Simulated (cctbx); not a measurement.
**Accept or mend?**

Cell a = 4.1400 Å, b = 4.1400 Å, c = 95.2530 Å, α = 90.00°, β = 90.00°, γ = 120.00°; space group R-3m (no. 166). The compound is Re5Bi8Te4.

Simulated single-crystal data (cctbx): Cu Kα, λ = 1.54184 Å, to d = 0.8 Å, 50 % of the full sphere, strongest reflection 40000 counts, noise from counting, a 6 % proportional error and a noise floor of 8 counts (s.d.); no absorption, and some extinction, which the refinements don't model.

An anisotropic refinement with weights 1/σ² prints:

```text
Rint 0.051, 454 unique reflections to 0.80 A
cycle     R1     wR2    GooF  max shift (A)
   1  0.0490  0.1469   3.156   0.00146
   2  0.0265  0.0609   1.309   0.00001
final R1 0.0265 wR2 0.0609 GooF 1.309  parameters 26  data/parameter 17.5
atom        x        y        z      Ueq    occ   su(xyz)  su(Uiso or U11)
Bi1    0.33333  0.66667  0.25692   0.0071  1.000  0.00001  0.0003
Bi2    0.33333  0.66667  0.31503   0.0071  1.000  0.00001  0.0003
Bi3    0.66667  0.33333  0.15604   0.0046  1.000  0.00001  0.0003
Bi4    0.66667  0.33333  0.21813   0.0054  1.000  0.00001  0.0003
Re1    0.66667  0.33333  0.27153   0.0104  1.000  0.00001  0.0003
Re2    0.00000  0.00000  0.00000   0.0085  1.000  0.00000  0.0004
Re3    0.66667  0.33333  0.03713   0.0066  1.000  0.00001  0.0003
Te1    0.33333  0.66667  0.18604   0.0068  1.000  0.00001  0.0004
Te2    0.66667  0.33333  0.10082   0.0028  1.000  0.00001  0.0004
difference map: max 2.73 min -6.52 rms 0.75
Q1    0.0000  0.0000  0.4390    6    2.77  2.43 A from Te2
Q2    0.0000  0.0000  0.0168    6    2.67  1.60 A from Re2
Q3    0.0000  0.0000  0.1937    6    2.45  1.57 A from Bi3
Q4    0.0000  0.0000  0.4849    6    2.24  0.40 A from Te1
Q5    0.0000  0.0000  0.1419    6    2.09  2.44 A from Te1
Q6    0.0670  0.5335  0.6753   18    2.04  1.26 A from Re2
```

Q: Accept it or mend it, and why?

Mend it. The fault: anomalous dispersion left out. Against the right model at the same level, R1 goes from 0.0217 to 0.0265 and GooF from 1.01 to 1.31, U of Te2 shrinks from 0.0065 to 0.0028 Å², U of Re3 swells from 0.0033 to 0.0066 Å², U of Re2 swells from 0.0051 to 0.0085 Å² and U of Te1 shrinks from 0.0105 to 0.0068 Å². No atom is wrong: without f′ and f″ the atoms near an edge get the wrong scattering power, which U and the scale absorb. The signs are weak, and the output alone doesn't single this fault out.

The compound is Re5Bi8Te4. The right model at the same level gives:

```text
Rint 0.051, 454 unique reflections to 0.80 A
cycle     R1     wR2    GooF  max shift (A)
   1  0.0276  0.0678   1.457   0.00180
   2  0.0217  0.0470   1.010   0.00000
final R1 0.0217 wR2 0.0470 GooF 1.010  parameters 26  data/parameter 17.5
atom        x        y        z      Ueq    occ   su(xyz)  su(Uiso or U11)
Bi1    0.33333  0.66667  0.25694   0.0063  1.000  0.00001  0.0002
Bi2    0.33333  0.66667  0.31503   0.0061  1.000  0.00001  0.0002
Bi3    0.66667  0.33333  0.15604   0.0037  1.000  0.00001  0.0002
Bi4    0.66667  0.33333  0.21813   0.0044  1.000  0.00001  0.0002
Re1    0.66667  0.33333  0.27152   0.0069  1.000  0.00001  0.0002
Re2    0.00000  0.00000  0.00000   0.0051  1.000  0.00000  0.0003
Re3    0.66667  0.33333  0.03713   0.0033  1.000  0.00001  0.0002
Te1    0.33333  0.66667  0.18603   0.0105  1.000  0.00001  0.0003
Te2    0.66667  0.33333  0.10083   0.0065  1.000  0.00001  0.0003
difference map: max 2.36 min -5.68 rms 0.67
Q1    0.0000  0.0000  0.4387    6    2.44  2.43 A from Te2
Q2    0.0000  0.0000  0.1501    6    2.36  2.40 A from Te1
Q3    0.0000  0.0000  0.0168    6    2.17  1.60 A from Re2
Q4    0.0000  0.0000  0.1943    6    2.01  1.62 A from Bi3
Q5    0.0000  0.0000  0.3850    6    1.83  2.36 A from Bi1
Q6    0.0569  0.5285  0.6760   18    1.81  1.33 A from Re2
```

Isotropic U is held between 0.0001 and 1 Å² by the program, and listed peak heights are interpolated, so they can pass the grid's maximum.

This is a model crystal, built by substitution and not relaxed, with assumed displacement parameters.

[Middle refinement cycles are left out of these outputs.]

[Logs are printed without paths, hosts, clocks, repeated set-up lines and the standing remarks that a program may print on its own settings, such as how far it seeks lower states.]
